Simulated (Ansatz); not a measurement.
# Electron scattering at the Σ11 (332) boundary in bcc Mo, part 2 of 3

Aim: the relaxed structure and the specific resistance of the Σ11 (332) boundary in bcc Mo.

Ansatz 0.2.0; Ansatz plane-wave DFT, r2SCAN, PAW files; relaxation of a bicrystal slab with its lowest layers held; PAW set soft_1 (the session's first sound run).

So far. Step 2 (Relaxing the bicrystal): The largest force component on a free atom ends at 0.021 eV/Å, under the tolerance of 0.03, after 11 steps.

## Step 3: Transmission across the boundary

Bulk layers of each grain are laid under and over the relaxed boundary, and a lead is named in the middle of each, away from the free faces. The mesh across the current, 14×12, is finer than the density's, because channels open and close sharply across the zone. Energies from -0.1 to 0.1 eV in steps of 0.05 eV are too few for the program's thermal sum, so it prints no conductance; for a metal the transmission near the Fermi level serves, at a fraction of the cost.

This step: Ansatz plane-wave DFT, r2SCAN, PAW files; ballistic transport by layer matching (Landauer), zero bias; boundary relaxed in a short slab, bulk layers laid on; PAW set soft_1 (Ansatz 0.2.0).

System of this step: Σ11 (332) boundary in bcc Mo. The cell holds 64 atoms: 64 Mo. Its edges and angles: a = 4.451 Å, b = 5.219 Å, c = 50.516 Å, α = 90.0°, β = 90.0°, γ = 90.0°. It derives from Mo. Regions: lower grain, 26 atoms (26 Mo); boundary, 17 atoms (17 Mo); upper grain, 21 atoms (21 Mo). Vacuum lies along c.

input.yaml

```yaml
crystal:
  lattice:
    - [4.4505300808, 0.0, 0.0]
    - [0.0, 5.2187091076, 0.0]
    - [0.0, 0.0, 50.5158769844]
  atoms:
    - { symbol: Mo, position: [-17.0, 9.2727272729, 0.079183026] }
    - { symbol: Mo, position: [-16.5, 9.0000000002, 0.0924648434] }
    - { symbol: Mo, position: [-16.0, 8.7272727275, 0.1057466608] }
    - { symbol: Mo, position: [-15.5, 8.4545454547, 0.1190284782] }
    - { symbol: Mo, position: [-15.0, 8.181818182, 0.1323102956] }
    - { symbol: Mo, position: [-14.5, 7.9090909093, 0.145592113] }
    - { symbol: Mo, position: [-14.0, 7.6363636365, 0.1588739304] }
    - { symbol: Mo, position: [-13.5, 7.3636363638, 0.1721557479] }
    - { symbol: Mo, position: [-13.0, 7.0909090911, 0.1854375653] }
    - { symbol: Mo, position: [-12.5, 6.8181818184, 0.1987193827] }
    - { symbol: Mo, position: [-12.0, 6.5454545456, 0.2120012001] }
    - { symbol: Mo, position: [-11.5, 6.2727272729, 0.2252830175] }
    - { symbol: Mo, position: [-11.0, 6.0000000002, 0.2385648349] }
    - { symbol: Mo, position: [-10.5, 5.7272727274, 0.2518466523] }
    - { symbol: Mo, position: [-10.0, 5.4545454547, 0.2651284697] }
    - { symbol: Mo, position: [-9.5, 5.181818182, 0.2784102871] }
    - { symbol: Mo, position: [-9.0, 4.9090909092, 0.2916921045] }
    - { symbol: Mo, position: [-8.5, 4.6363636365, 0.304973922] }
    - { symbol: Mo, position: [-8.0, 4.3636363638, 0.3182557394] }
    - { symbol: Mo, position: [-7.5, 4.090909091, 0.3315375568] }
    - { symbol: Mo, position: [-7.0, 3.8181818183, 0.3448193742] }
    - { symbol: Mo, position: [-6.5, 3.5454545456, 0.3581011916] }
    - { symbol: Mo, position: [-6.0, 3.2727272728, 0.371383009] }
    - { symbol: Mo, position: [-5.5, 3.0000000001, 0.3846648264] }
    - { symbol: Mo, position: [-5.0, 2.7272727274, 0.3979466438] }
    - { symbol: Mo, position: [-4.5, 2.4545454546, 0.4112284612] }
    - { symbol: Mo, position: [0.0, 0.1818181819, 0.4245102786] }
    - { symbol: Mo, position: [0.5, 0.9115035925, 0.4367461291] }
    - { symbol: Mo, position: [0.0, 0.6362765207, 0.450245435] }
    - { symbol: Mo, position: [0.5, 0.3642540721, 0.4644395844] }
    - { symbol: Mo, position: [0.0, 0.0934401962, 0.4773133982] }
    - { symbol: Mo, position: [0.5, 0.8184645292, 0.4908110662] }
    - { symbol: Mo, position: [0.0, 0.5433729009, 0.5026043341] }
    - { symbol: Mo, position: [0.5, 0.2663319449, 0.5205551847] }
    - { symbol: Mo, position: [0.0, -0.0047027529, 0.5266615082] }
    - { symbol: Mo, position: [0.0, 0.4964863466, 0.5525127788] }
    - { symbol: Mo, position: [0.5, 0.7666543312, 0.5590034786] }
    - { symbol: Mo, position: [0.0, 0.0435429104, 0.5766678309] }
    - { symbol: Mo, position: [0.5, 0.3187459443, 0.5879000819] }
    - { symbol: Mo, position: [0.0, 0.5916324344, 0.6020806222] }
    - { symbol: Mo, position: [0.5, 0.8631206737, 0.6146698964] }
    - { symbol: Mo, position: [0.0, 0.1370941139, 0.6282563056] }
    - { symbol: Mo, position: [0.5, 0.4099098271, 0.6418988084] }
    - { symbol: Mo, position: [-5.0, 2.6826370998, 0.6551806258] }
    - { symbol: Mo, position: [-5.5, 2.9553643725, 0.6684624432] }
    - { symbol: Mo, position: [-6.0, 3.2280916452, 0.6817442606] }
    - { symbol: Mo, position: [-6.5, 3.500818918, 0.695026078] }
    - { symbol: Mo, position: [-7.0, 3.7735461907, 0.7083078955] }
    - { symbol: Mo, position: [-7.5, 4.0462734634, 0.7215897129] }
    - { symbol: Mo, position: [-8.0, 4.3190007362, 0.7348715303] }
    - { symbol: Mo, position: [-8.5, 4.5917280089, 0.7481533477] }
    - { symbol: Mo, position: [-9.0, 4.8644552816, 0.7614351651] }
    - { symbol: Mo, position: [-9.5, 5.1371825544, 0.7747169825] }
    - { symbol: Mo, position: [-10.0, 5.4099098271, 0.7879987999] }
    - { symbol: Mo, position: [-10.5, 5.6826370998, 0.8012806173] }
    - { symbol: Mo, position: [-11.0, 5.9553643726, 0.8145624347] }
    - { symbol: Mo, position: [-11.5, 6.2280916453, 0.8278442521] }
    - { symbol: Mo, position: [-12.0, 6.500818918, 0.8411260696] }
    - { symbol: Mo, position: [-12.5, 6.7735461908, 0.854407887] }
    - { symbol: Mo, position: [-13.0, 7.0462734635, 0.8676897044] }
    - { symbol: Mo, position: [-13.5, 7.3190007362, 0.8809715218] }
    - { symbol: Mo, position: [-14.0, 7.591728009, 0.8942533392] }
    - { symbol: Mo, position: [-14.5, 7.8644552817, 0.9075351566] }
    - { symbol: Mo, position: [-15.0, 8.1371825544, 0.920816974] }
kpoints:
  mp_grid: { grid: [6, 5, 1] }
hamiltonian:
  xc: r2scan
  pseudopotentials: { kind: paw, azcp: { folder: soft_1 } }
scf:
  occupations: { method: fermi_dirac, width: 0.1 }
output:
  transmission:
    leads: [[14, 15], [52, 53]]
    kmesh: [14, 12]
    e_range: [-0.1, 0.1]
    de: 0.05
  write_potential: true
  write_density: true
  volumetric_format: npy
  elf: true
```

Started as:

```bash
> ansatz run input.yaml --threads 4 --pin off --max-ram 15360MiB --backend cpu --events-out ev --progress --plain --runs-dir out
```

Numbers of over 12 decimals in the logs are rounded to 6 here.

Output:

```text
[...]
Crystal: 64 atoms, lattice volume = 1173.283 Å³
Basis set: ecut = 500 eV, 29819 PW (Γ), exchange–correlation on 144×160×1500 points (64 copies of the dense FFT grid, shifted against one another)
Bands: 538, of which v1, the nominal top of the filled ones, is band 448 counted from 1 (447 counted from 0)
Symmetry: 2 space group operations
[...]
k-points: 12 of 30 (time reversal used)
[...]
SCF iter   1: F=—  HF=-317949.702871 eV  |F-HF|=—  |Δ(HF+E_count)|=         —  Δρ=9.79e-2  dr2=7.92e2  dr2_τ=3.69e0  ethr=3.10e-3  ⟨swp⟩=6.0  Hψ=22731  notcnv=0
[...]
SCF iter  12: F=-317915.454664 eV  HF=-317915.454664 eV  |F-HF|=1.00e-8  |Δ(HF+E_count)|=   5.59e-8  Δρ=9.03e-7  dr2=2.53e-8  dr2_τ=1.59e-9  ethr=1.12e-11  ⟨swp⟩=11.7  Hψ=24373  notcnv=0
SCF 1 converged in 12 iterations: F = -317915.454664 eV  dr2 = 2.53e-8
[...]
transmission: 384 of 3808 steps passed
transmission: 764 of 3808 steps passed
[...]
transmission: 3808 of 3808 steps passed
WARN: The output density's exchange-correlation potential varies sharply where the density is thin. Do not read a vacuum level from v_tot or v_xc, or from such a field of the output density. On a cell that repeats whose density bears no net charge and no dipole along the vacuum's axis use v_es (v_loc + v_h of the components); under efield.dipole_correction with no amplitude use v_es + v_field, which holds any externa [...]
SCF converged after 12 iterations
Free energy (F): -317915.454664 eV
[...]
Internal energy: -317914.028395 eV  (E = F + TS)
E sigma→0 (E₀):  -317914.741530 eV
Entropy (-TS):   -1.426269 eV (-22.285 meV/atom)
Fermi energy:    17.367765 eV
[...]
--- Band table (eV; the first three rows and the last of 12) ---
  k-point 0: bands = [... 444 lower, 17.1798, 17.2205, 17.3338, 17.3612, 17.4811, 17.5905, 17.6156, 17.7045, ... 86 higher]
  k-point 1: bands = [... 444 lower, 17.0998, 17.1862, 17.2452, 17.2877, 17.3544, 17.3687, 17.4430, 17.4691, ... 86 higher]
  k-point 2: bands = [... 444 lower, 17.3258, 17.3454, 17.3983, 17.4282, 17.4454, 17.4684, 17.5732, 17.6083, ... 86 higher]
  k-point 11: bands = [... 444 lower, 17.2797, 17.3347, 17.4149, 17.4431, 17.5244, 17.6020, 17.6086, 17.6229, ... 86 higher]
--- Transmission ---
  basis      : 243 plane waves across, 68 finite elements along
  points     : 56, standing for a mesh of 14 x 12
  energies   : 5 from -0.100000 to 0.100000 eV about the Fermi level, 0.050000 eV apart; the leads are filled to 0.000000 eV, and channels, transmission and decay are at 0.000000 eV
  crystal 0  : Mo4, at the sites [14, 15], period 2.6838 Å, over 18.12 Å; its Hamiltonian steps by up to 17.9 meV
    offset         : up to 0.0000 Å between an atom of the period and one for which it stands
    channels       : 3.678571e0 a spin
    conductance    : none, the energies end too early or step too widely for 300 K: set another output.transmission.e_range or a lower de, or, where they end at an eighth of basis.ecutwfc, a higher one
[...]
channels       : 3.702381e0 a spin
[...]
junction   : crystal 0 to crystal 1, 13.06 to 36.79 Å
    transmission   : 1.728865e0 a spin
[...]
```

The job ended after 36 min (4 threads of Arm Neoverse V1, shared host; peak memory 12 GiB).

In the SCF lines HF is the Harris–Foulkes energy and dr2 the Hartree energy of the density residual, in eV; the loop may stop once dr2 is under the threshold and the program's other checks hold. Hψ counts applications of the Hamiltonian.

Numbers from this step:

```
free energy                                    : -317915.4547 eV
energy at zero smearing                        : -317914.7415 eV
Fermi energy                                   : 17.37 eV
cell area                                      : 23.23 Å²
transmission per spin nearest the Fermi level  : 1.729
open channels per spin nearest the Fermi level : 3.679
open channels per spin, upper lead             : 3.702
step of the lead's potential                   : 17.9 meV
step of the upper lead's potential             : 31.8 meV
```

Per spin. Table of transmission, zone mean by energy, zero at the Fermi level:

| energy (eV) | transmission, zone mean |
| --- | --- |
| -0.1000 | 1.73 |
| -0.0500 | 1.75 |
| 0.0000 | 1.73 |
| 0.0500 | 1.74 |
| 0.1000 | 1.75 |

Per spin. The open channels, zone mean by energy, zero at the Fermi level:

| energy (eV) | lead | upper lead |
| --- | --- | --- |
| -0.1000 | 3.52 | 3.55 |
| -0.0500 | 3.69 | 3.67 |
| 0.0000 | 3.68 | 3.70 |
| 0.0500 | 3.71 | 3.71 |
| 0.1000 | 3.79 | 3.79 |

Transmission over k1 and k2. At 0.0000 eV from the Fermi level.

Values, 12 rows by 14 columns:
```
2.22 1.77 1.68 1.14 0.37 1.41 1.63 1.57 1.63 1.41 0.37 1.14 1.68 1.77
2.34 2.10 1.38 0.94 0.59 1.14 1.61 1.60 1.61 1.14 0.59 0.94 1.38 2.10
1.96 1.01 0.87 1.38 0.90 0.96 2.06 1.99 2.06 0.96 0.90 1.38 0.87 1.01
2.73 2.56 3.04 1.67 1.72 2.06 2.09 1.69 2.09 2.06 1.72 1.67 3.04 2.56
3.30 2.93 3.03 1.94 2.00 2.11 2.23 2.65 2.23 2.11 2.00 1.94 3.03 2.93
3.87 3.16 2.90 1.61 1.01 1.77 2.94 2.80 2.94 1.77 1.01 1.61 2.90 3.16
3.30 2.93 3.03 1.94 2.00 2.11 2.23 2.65 2.23 2.11 2.00 1.94 3.03 2.93
2.73 2.56 3.04 1.67 1.72 2.06 2.09 1.69 2.09 2.06 1.72 1.67 3.04 2.56
1.96 1.01 0.87 1.38 0.90 0.96 2.06 1.99 2.06 0.96 0.90 1.38 0.87 1.01
2.34 2.10 1.38 0.94 0.59 1.14 1.61 1.60 1.61 1.14 0.59 0.94 1.38 2.10
2.22 1.77 1.68 1.14 0.37 1.41 1.63 1.57 1.63 1.41 0.37 1.14 1.68 1.77
0.03 0.10 1.12 1.05 0.01 1.25 1.52 1.56 1.52 1.25 0.01 1.05 1.12 0.10
```
Columns: k1 (b1) from -0.5 to 0.429; rows upwards: k2 (b2) from -0.5 to 0.417.

Open channels over k1 and k2. At 0.0000 eV from the Fermi level.

Values, 12 rows by 14 columns:
```
4.00 4.00 4.00 3.00 2.00 4.00 5.00 5.00 5.00 4.00 2.00 3.00 4.00 4.00
4.00 5.00 4.00 2.00 3.00 3.00 4.00 4.00 4.00 3.00 3.00 2.00 4.00 5.00
4.00 3.00 3.00 3.00 3.00 3.00 5.00 5.00 5.00 3.00 3.00 3.00 3.00 3.00
4.00 4.00 5.00 3.00 2.00 4.00 4.00 4.00 4.00 4.00 2.00 3.00 5.00 4.00
4.00 4.00 5.00 4.00 3.00 3.00 3.00 5.00 3.00 3.00 3.00 4.00 5.00 4.00
6.00 6.00 5.00 3.00 2.00 4.00 4.00 4.00 4.00 4.00 2.00 3.00 5.00 6.00
4.00 4.00 5.00 4.00 3.00 3.00 3.00 5.00 3.00 3.00 3.00 4.00 5.00 4.00
4.00 4.00 5.00 3.00 2.00 4.00 4.00 4.00 4.00 4.00 2.00 3.00 5.00 4.00
4.00 3.00 3.00 3.00 3.00 3.00 5.00 5.00 5.00 3.00 3.00 3.00 3.00 3.00
4.00 5.00 4.00 2.00 3.00 3.00 4.00 4.00 4.00 3.00 3.00 2.00 4.00 5.00
4.00 4.00 4.00 3.00 2.00 4.00 5.00 5.00 5.00 4.00 2.00 3.00 4.00 4.00
2.00 2.00 3.00 3.00 1.00 4.00 6.00 6.00 6.00 4.00 1.00 3.00 3.00 2.00
```
Columns: k1 (b1) from -0.5 to 0.429; rows upwards: k2 (b2) from -0.5 to 0.417.

Electrostatic potential energy in the cb plane at fractional x = 0.000, with atoms of Mo within 0.2 Å of it. With pseudopotentials it is smooth inside the atoms' cores, unlike the true potential.

Values in eV, 8 rows by 16 columns, each cell a mean:
```
 11 -16  10 -20 -42   7 -44 -23   7 -23   9  15  12  19  21  21
 -1 -56  -4 -17 -38  12  -5   4  17  14   6  13  20  21  21  21
  6 -34   5  11   5  14  17   5  -2  13 -36 -15  20  21  21  21
 17  11  10  14   9 -21   8 -23 -43   7 -43 -20  19  21  21  21
  4  14 -27 -12  -3 -56  -3 -16 -34  13  -1   7  17  20  21  21
-40   8 -45 -26   7 -29   7  13   8  13  17   3  -6  16  20  21
-42  12  -9   1  17  13   9  13   8 -26   8 -25 -44  12  20  21
  1  15  16   8   1  13 -32 -14  -4 -56  -2 -14 -30  14  20  21
```
Columns run along c (16.0 Å, from fractional 0.68 to 1.00 of the cell; values clipped at the 3rd and 97th percentile), rows up along b (5.2 Å). Atoms in or near the plane, at fractional coordinates: Mo at (0.71, 0.77), Mo at (0.73, 0.32), Mo at (0.76, 0.86), Mo at (0.79, 0.41), Mo at (0.81, 0.96), Mo at (0.84, 0.50), Mo at (0.87, 0.05), Mo at (0.89, 0.59), Mo at (0.92, 0.14).

Valence density in the cb plane at fractional x = 0.000, with atoms of Mo within 0.2 Å of it. It is the smooth field of the valence electrons, not physical close to the nuclei.

Values in e/Å³, 8 rows by 16 columns, each cell a mean:
```
0.5 2.0 0.5 2.6 4.6 0.6 4.8 2.9 0.6 2.6 0.6 0.3 0.3 0.0 0.0 0.0
1.1 6.1 1.3 2.3 4.1 0.4 1.2 0.8 0.3 0.4 0.6 0.4 0.1 0.0 0.0 0.0
0.7 3.6 0.8 0.4 0.7 0.3 0.3 0.8 1.0 0.4 4.0 2.1 0.1 0.0 0.0 0.0
0.3 0.4 0.5 0.3 0.6 2.4 0.6 2.9 4.7 0.6 4.7 2.6 0.1 0.0 0.0 0.0
0.7 0.4 3.1 1.8 1.3 6.2 1.3 2.2 3.7 0.4 1.0 0.7 0.2 0.0 0.0 0.0
4.3 0.6 4.9 3.1 0.7 3.1 0.7 0.4 0.6 0.4 0.3 0.9 1.3 0.1 0.0 0.0
4.5 0.4 1.4 1.0 0.3 0.4 0.5 0.4 0.7 2.8 0.6 3.1 4.8 0.2 0.0 0.0
0.9 0.3 0.3 0.6 0.8 0.4 3.5 2.0 1.4 6.2 1.3 2.1 3.3 0.1 0.0 0.0
```
Columns run along c (16.0 Å, from fractional 0.68 to 1.00 of the cell), rows up along b (5.2 Å). Atoms in or near the plane, at fractional coordinates: Mo at (0.71, 0.77), Mo at (0.73, 0.32), Mo at (0.76, 0.86), Mo at (0.79, 0.41), Mo at (0.81, 0.96), Mo at (0.84, 0.50), Mo at (0.87, 0.05), Mo at (0.89, 0.59), Mo at (0.92, 0.14).

ELF in the cb plane at fractional x = 0.000, with atoms of Mo within 0.2 Å of it. It is the smooth field of the valence electrons, not physical close to the nuclei.

Values, 8 rows by 16 columns, each cell a mean:
```
0.34 0.47 0.29 0.52 0.60 0.31 0.60 0.53 0.30 0.54 0.34 0.31 0.23 0.08 0.03 0.00
0.41 0.61 0.43 0.48 0.61 0.31 0.33 0.36 0.33 0.28 0.29 0.25 0.36 0.19 0.04 0.00
0.32 0.61 0.37 0.27 0.32 0.29 0.33 0.34 0.31 0.33 0.62 0.46 0.30 0.24 0.05 0.00
0.33 0.27 0.29 0.28 0.35 0.51 0.30 0.53 0.60 0.32 0.59 0.52 0.30 0.20 0.03 0.00
0.26 0.32 0.57 0.43 0.42 0.60 0.42 0.47 0.60 0.32 0.29 0.40 0.29 0.09 0.02 0.00
0.60 0.30 0.59 0.54 0.31 0.57 0.36 0.27 0.31 0.28 0.33 0.40 0.39 0.10 0.03 0.00
0.61 0.31 0.36 0.38 0.33 0.28 0.30 0.28 0.36 0.55 0.32 0.54 0.62 0.23 0.04 0.00
0.34 0.31 0.32 0.33 0.28 0.32 0.60 0.45 0.42 0.60 0.43 0.48 0.61 0.12 0.03 0.00
```
Columns run along c (16.0 Å, from fractional 0.68 to 1.00 of the cell), rows up along b (5.2 Å). Atoms in or near the plane, at fractional coordinates: Mo at (0.71, 0.77), Mo at (0.73, 0.32), Mo at (0.76, 0.86), Mo at (0.79, 0.41), Mo at (0.81, 0.96), Mo at (0.84, 0.50), Mo at (0.87, 0.05), Mo at (0.89, 0.59), Mo at (0.92, 0.14).

Over the solved energies the transmission per spin lies between 1.73 and 1.75, out of 3.68 channels of the lead on average (up to 3.79). The log calls the step of a lead's potential too much.

## Step 4: Specific resistance

This step: Ansatz plane-wave DFT, r2SCAN, PAW files; ballistic transport by layer matching (Landauer), zero bias; specific resistance of the boundary; PAW set soft_1 (Ansatz 0.2.0).

Numbers from this step:

- area resistance: 0.9084 fΩ m²
- T over the leads' mean channel count: 0.4727

Averaged over the energies near the Fermi level, 47.3 % of the channels pass, which makes 0.908 fΩ m².

By hand, with T and the leads' channels N averaged over the energies near the Fermi level: RA = A (h/2e²)(1/T − ½[1/N₁ + 1/N₂]) = 23.23×10⁻²⁰ m² × 12 906 Ω × (1/1.740 − ½[1/3.679 + 1/3.683]) = 0.908 fΩ m².

[end of part 2 of 3]

[Logs are printed without paths, hosts, clocks, repeated set-up lines and the standing remarks that a program may print on its own settings, such as how far it seeks lower states.]

[Hosts, paths, dates, database ids (printed as entryN), source tags and the programs' standing remarks are cut or masked in the printed files.]
